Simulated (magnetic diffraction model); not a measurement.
# Er2HfSi2: the ordered moment from one line

Space group C2/m (no. 12), a = 10.9130 Å, b = 4.5300 Å, c = 10.1930 Å, β = 118.67°.

```csv
site,atom,x,y,z
4i,Hf,0.7264,0,0.3677
4i,Er,0.0041,0,0.6755
4i,Er,0.3137,1/2,0.8949
4i,Si,0.8602,1/2,0.4417
4i,Si,0.9939,1/2,0.1276
```

The compound is invented for this exercise: a known structure type with other elements, its cell scaled to their sizes and not relaxed.

Only Er is taken to order (form factors of Er3+); orders and moment sizes are assumed, and not adapted to the symmetry. Radiation: neutrons of λ = 2.567 Å, 3° to 60°; isotropic B of 0.32 Å² (Hf), 0.47 Å² (Er) and 0.64 Å² (Si). Simulated constant-wavelength pattern: nuclear and magnetic terms add, the magnetic one as |2.695 fm × Σ f S⊥ exp(2πi Q·r) exp(−B s²)|², summed over all Q at one angle with the factor 1/(sin²θ cos θ). For collinear order S is the moment m, which repeats by lattice and centring translations R with the sign exp(−2πi k·R). Free-ion form factors, Sears's scattering lengths of 1992, no absorption; a label names one of the reflections at its angle. The strongest nuclear line in the range is 100, and lines under 0.2 are left out.

In a first state the assumed order is k = (0 0 0), collinear moments along [111], 5.5 μB on Er; signs + at (0.0041, 0, 0.6755), − at (0.3137, 1/2, 0.8949), − at (0.9959, 0, 0.3245), + at (0.6863, 1/2, 0.1051), with this pattern:

```tsv
2θ (°)	index	nuclear	magnetic
16.50	(0 0 1)	18.1	10.0
27.27	(2 0 -1)	7.9	303.0
31.10	(2 0 0)	1.2	16.6
33.36	(0 0 2)	0.1	96.4
36.53	(1 1 0)	5.3	82.8
36.94	(1 1 -1)	0.5	197.1
42.16	(2 0 1)	1.3	4.4
43.50	(1 1 1)	0.2	0.2
44.55	(1 1 -2)	22.3	63.5
45.01	(2 0 -3)	3.4	2.1
51.00	(0 0 3)	5.8	14.9
54.16	(3 1 -1)	58.7	49.9
55.06	(3 1 -2)	58.8	0.1
55.60	(1 1 2)	100.0	44.4
56.25	(4 0 -2)	22.6	22.8
57.06	(2 0 2)	20.0	0.3
```
(The table stops after 16 lines; 3 more lie at higher angle.)

**Question.** Nearer the ordering temperature the line at 27.27° has total intensity 83.6 on the same scale, and all moments have shrunk alike. How large is the Er moment?

The nuclear part, 7.9, stays, so the magnetic part is 75.8 against 303.0. It goes as m², so m = 5.5 × √(75.8/303.0) = 2.75 μB; the value used was 2.75 μB.

[Logs are printed without paths, hosts, clocks, repeated set-up lines and the standing remarks that a program may print on its own settings, such as how far it seeks lower states.]
